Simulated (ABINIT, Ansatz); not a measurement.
## Quasiparticle gap of MgO2 (R-3m) in ABINIT

Wanted: ground state, empty states, screening and self-energy for MgO2 (R-3m).

Main program and level: ABINIT 10.8.3; LDA and many-body steps on it, plane waves.

### Step 1. Starting point

It takes space group R-3m (No. 166, trigonal). The conventional cell has a = 3.210 Å, b = 3.210 Å, c = 10.482 Å, α = 90.00°, β = 90.00°, γ = 120.00°. Nearest to Mg lie 6 O at 2.11 Å. O has 1 O at 1.49 Å and 3 Mg at 2.11 Å nearest. Farther neighbours and most contacts between anions are not listed.

The cell and positions are those that the Materials Project relaxed with its own functionals (PBE, PBE+U or r2SCAN), kept fixed.

### Step 2. Ground state

This step: ABINIT 10.8.3; DFT, LDA, plane waves, norm-conserving pseudopotentials.

The ground-state density comes first.

File run.abi:

```
acell 3*1.0 Angstrom
rprim 
  1.604761016024 0.926509204586 3.493978874900
  -1.604761016024 0.926509204586 3.493978874900
  0.000000000000 -1.853018409173 3.493978874900
ntypat 2
znucl 12 8
natom 3
typat 1 2 2
xred 
  0.000000000000 0.000000000000 0.000000000000
  0.428786000000 0.428786000000 0.428786000000
  0.571214000000 0.571214000000 0.571214000000
pp_dirpath "pseudos"
pseudos "Mg.upf, O.upf"
ecut 38
ngkpt 8 8 8
nshiftk 1
shiftk 0 0 0
kptopt 1
chksymbreak 0
nband 16
occopt 1
tolvrs 1e-10
nstep 60
prtwf 0
optforces 0
optstress 0
indata_prefix "in"
outdata_prefix "out"
tmpdata_prefix "tmp"
```

Started as:

```console
$ OMP_NUM_THREADS=1 mpirun -n 4 abinit run.abi > log
```

Numbers of over 12 decimals in the logs are rounded to 6 here.

What it wrote:

```text
.Version 10.8.3 of ABINIT. v10.8.2 released Aug 2026.

 Symmetries : space group R-3 m (#166); Bravais hR (rhombohedral)
================================================================================
 Values of the parameters that define the memory need of the present run
     intxc =       0    ionmov =       0      iscf =       7    lmnmax =       5
     lnmax =       5     mgfft =      45  mpssoang =       3    mqgrid =    3001
     natom =       3  nloc_mem =       1    nspden =       1   nspinor =       1
    nsppol =       1      nsym =      12    n1xccc =    2501    ntypat =       2
    occopt =       1   xclevel =       1
-    mband =          16        mffmem =           1         mkmem =          17
       mpw =        2382          nfft =       91125          nkpt =          65
================================================================================
  Rough estimation (10% accuracy) of disk space for files :
================================================================================

--------------------------------------------------------------------------------
------------- Echo of variables that govern the present computation ------------
--------------------------------------------------------------------------------
 -outvars: echo values of preprocessed input variables --------
            acell      1.8897261259E+00  1.8897261259E+00  1.8897261259E+00 Bohr

      chksymbreak           0
             ecut      3.80000000E+01 Hartree
-          fftalg         312

              ixc       -1012
              kpt      0.00000000E+00  0.00000000E+00  0.00000000E+00
                       1.25000000E-01  0.00000000E+00  0.00000000E+00
                       2.50000000E-01  0.00000000E+00  0.00000000E+00
                       3.75000000E-01  0.00000000E+00  0.00000000E+00
                       5.00000000E-01  0.00000000E+00  0.00000000E+00
                       1.25000000E-01  1.25000000E-01  0.00000000E+00
                       2.50000000E-01  1.25000000E-01  0.00000000E+00
                       3.75000000E-01  1.25000000E-01  0.00000000E+00
                       5.00000000E-01  1.25000000E-01  0.00000000E+00
   [... 39 further rows ...]
                       5.00000000E-01  2.50000000E-01  2.50000000E-01
                      -3.75000000E-01  2.50000000E-01  2.50000000E-01
                       outvar_i_n : Printing only first  50 k-points.
         kptrlatt        8    0    0      0    8    0      0    0    8
          kptrlen      4.85209411E+01
P           mkmem          17
            natom           3
            nband          16
            ngfft          45      45      45
             nkpt          65
            nstep          60
             nsym          12
           ntypat           2
              occ      2.000000  2.000000  2.000000  2.000000  2.000000  2.000000
                       2.000000  2.000000  2.000000  2.000000  2.000000  0.000000
                       0.000000  0.000000  0.000000  0.000000
        optforces           0
        optstress           0
            prtwf           0
            rprim      1.6047610160E+00  9.2650920459E-01  3.4939788749E+00
[...]
spgroup         166

           tolvrs      1.00000000E-10

             xred      0.0000000000E+00  0.0000000000E+00  0.0000000000E+00
[...]
znucl       12.00000    8.00000

================================================================================

 chkinp: Checking input parameters for consistency.

================================================================================
== DATASET  1 ==================================================================
-   mpi_nproc: 4, omp_nthreads: 1 (-1 if OMP is not activated)

--- !DatasetInfo
iteration_state: {dtset: 1, }
dimensions: {natom: 3, nkpt: 65, mband: 16, nsppol: 1, nspinor: 1, nspden: 1, mpw: 2382, }
cutoff_energies: {ecut:  38.0, pawecutdg:  -1.0, }
electrons: {nelect:   2.20000000E+01, charge:   0.00000000E+00, occopt:   1.00000000E+00, tsmear:   1.00000000E-02, }

 Real(R)+Recip(G) space primitive vectors, cartesian coordinates (Bohr,Bohr^-1):
 R(1)=  3.0325588  1.7508486  6.6026632  G(1)=  0.1648773  0.0951919  0.0504847
 R(2)= -3.0325588  1.7508486  6.6026632  G(2)= -0.1648773  0.0951919  0.0504847
 R(3)=  0.0000000 -3.5016973  6.6026632  G(3)=  0.0000000 -0.1903839  0.0504847
 Unit cell volume ucvol=  2.1034308E+02 bohr^3
 Angles (23,13,12)=  4.78776427E+01  4.78776427E+01  4.78776427E+01 degrees

 getcut: wavevector=  0.0000  0.0000  0.0000  ngfft=  45  45  45
         ecut(hartree)=     38.000   => boxcut(ratio)=   2.12191

--- Pseudopotential description ------------------------------------------------
- Mg Generated using ONCVPSP code by D. R. Hamann
- 12.00000  10.00000  180309                  znucl, zion, pspdat
12 -1012 1 -1 1510                            pspcod,pspxc,lmax,lloc,mmax
     nproj     2     2     0
  pspatm : epsatm=    9.23542517
         --- l  ekb(1:nproj) -->
[...]
pspatm: atomic psp has been read  and splines computed

- O Generated using ONCVPSP code by D. R. Hamann
-  8.00000   6.00000  201201                  znucl, zion, pspdat
12 -1012 2 -1 926                             pspcod,pspxc,lmax,lloc,mmax
     nproj     2     2     1
  pspatm : epsatm=    6.27558587
         --- l  ekb(1:nproj) -->
[...]
2   -1.033686
 pspatm: atomic psp has been read  and splines computed

   4.79305132E+02                                ecore*ucvol(ha*bohr**3)
--------------------------------------------------------------------------------

_setup2: Arith. and geom. avg. npw (full set) are    2353.236    2353.224

================================================================================

--- !BeginCycle
iteration_state: {dtset: 1, }
solver: {iscf: 7, nstep: 60, nline: 4, wfoptalg: 0, }
tolerances: {tolvrs: 1.00E-10, }

     iter   Etot(hartree)      deltaE(h)  residm     vres2
 ETOT  1  -92.222117384839    -9.222E+01 8.593E-02 3.480E+02
 ETOT  2  -92.283783107032    -6.167E-02 2.855E-02 2.002E+02
 ETOT  3  -92.317270252871    -3.349E-02 2.877E-03 4.824E+00
 ETOT  4  -92.317839424340    -5.692E-04 2.753E-03 1.639E-01
 ETOT  5  -92.317857684701    -1.826E-05 4.834E-04 2.437E-03
 ETOT  6  -92.317857843094    -1.584E-07 4.967E-04 1.595E-04
 ETOT  7  -92.317857853622    -1.053E-08 2.435E-04 2.828E-06
 ETOT  8  -92.317857853805    -1.830E-10 2.530E-04 4.721E-08
 ETOT  9  -92.317857853816    -1.067E-11 2.098E-04 5.003E-10
 ETOT 10  -92.317857853816     5.116E-13 1.894E-04 1.075E-11

 At SCF step   10       vres2   =  1.07E-11 < tolvrs=  1.00E-10 =>converged.

--- !ResultsGS
iteration_state: {dtset: 1, }
comment   : Summary of ground state results
lattice_vectors:
- [  3.0325588,   1.7508486,   6.6026632, ]
- [ -3.0325588,   1.7508486,   6.6026632, ]
- [  0.0000000,  -3.5016973,   6.6026632, ]
lattice_lengths: [   7.47376,    7.47376,    7.47376, ]
lattice_angles: [ 47.878,  47.878,  47.878, ] # degrees, (23, 13, 12)
lattice_volume:   2.1034308E+02
convergence: {deltae:  5.116E-13, res2:  1.075E-11, residm:  1.894E-04, diffor:  0.000E+00, }
etotal    :  -9.23178579E+01
entropy   :   0.00000000E+00
fermie    :   1.16851079E-01
cartesian_stress_tensor: null
pressure_GPa: null
xred      :
- [  0.0000E+00,   0.0000E+00,   0.0000E+00, Mg]
- [  4.2879E-01,   4.2879E-01,   4.2879E-01,  O]
- [  5.7121E-01,   5.7121E-01,   5.7121E-01,  O]
cartesian_forces: null
force_length_stats: {min: null, max: null, mean: null, }

 Integrated electronic density in atomic spheres:
 ------------------------------------------------
 Atom  Sphere_radius  Integrated_density
[...]
2        2.00000          6.27512381
    3        2.00000          6.27512381
================================================================================

 ----iterations are completed or convergence reached----

 Mean square residual over all n,k,spin=   48.935E-08; max=  18.942E-05
 reduced coordinates (array xred) for    3 atoms
       0.000000000000      0.000000000000      0.000000000000
       0.428786000000      0.428786000000      0.428786000000
       0.571214000000      0.571214000000      0.571214000000
 rms dE/dt=  0.0000E+00; max dE/dt=  0.0000E+00; dE/dt below (all hartree)
    1       0.000000000000      0.000000000000      0.000000000000
    2       0.000000000000      0.000000000000      0.000000000000
    3       0.000000000000      0.000000000000      0.000000000000

 cartesian coordinates (angstrom) at end:
    1      0.000000     0.000000     0.000000
    2     -0.000000    -4.3e-13     4.494508
    3     -0.000000    -5.7e-13     5.987429
 length scales=  1.889726125908  1.889726125908  1.889726125908 bohr
              =  1.000000000000  1.000000000000  1.000000000000 angstroms
 prteigrs : about to open file out_EIG
 Fermi (or HOMO) energy (hartree) =   0.11685   Average Vxc (hartree)=  -0.40576
 Eigenvalues (hartree) for nkpt=  65  k points:
 kpt#   1, nband= 16, wtk=  0.00195, kpt=  0.0000  0.0000  0.0000 (reduced coord)
  -2.55598   -1.35956   -1.35854   -1.35854   -0.65640   -0.40422   -0.16901   -0.00504
  -0.00504    0.08739    0.08739    0.27803    0.28643    0.55165    0.61875    0.65385
 prteigrs : prtvol=0 or 1, do not print more k-points.

--- !EnergyTerms
iteration_state     : {dtset: 1, }
comment             : Components of total free energy in Hartree
kinetic             :  5.57990396859235E+01
hartree             :  2.75969483393847E+01
xc                  : -1.59221891449993E+01
Ewald energy        : -5.49527945355433E+01
psp_core            :  2.27868266232706E+00
local_psp           : -8.37284439094024E+01
non_local_psp       : -2.33891009515059E+01
total_energy        : -9.23178578538156E+01
total_energy_eV     : -2.51209688746175E+03
band_energy         : -1.55282156070471E+01

== END DATASET(S) ==============================================================
================================================================================

 -outvars: echo values of variables after computation  --------
           etotal     -9.2317857854E+01
            nband          16
             nkpt          65
          spgroup         166
 [... the other variables as echoed above ...]

 Calculation completed.
```

Elapsed: 35 s, on 4 MPI ranks of Arm Neoverse V1, shared host; peak memory 0.29 GiB; 2.4 min of CPU time.

Numbers from this step:

- total energy: -2512.0969 eV
- gap: 2.137 eV
- k of the valence top: 0.5, 0.5, 0.5
- k of the conduction bottom: 0.5, 0.5, 0.5
- least direct gap: 2.137 eV

The gap is direct, at (0.500, 0.500, 0.500).

(Part 1 of 3 ends here.)

[Paths, hosts, dates, memory and timing lines, banners, echoed tables and standing remarks are left out of the program output.]

[Logs are printed without paths, hosts, clocks, repeated set-up lines and the standing remarks that a program may print on its own settings, such as how far it seeks lower states.]

[Runs of the session that timed out or met a known fault of the program may be left out.]

[Hosts, paths, dates, database ids (printed as entryN), source tags and the programs' standing remarks are cut or masked in the printed files.]

[G0W0 gaps are taken among the corrected bands and points alone; a level outside them can change the order at an edge.]

[Where Ansatz stands beside ABINIT at settings called matched, ABINIT's density can come from a denser mesh and the files from another edition; pairs whose starting gaps differed by over 0.03 eV were left out, so agreement reads better than it is.]
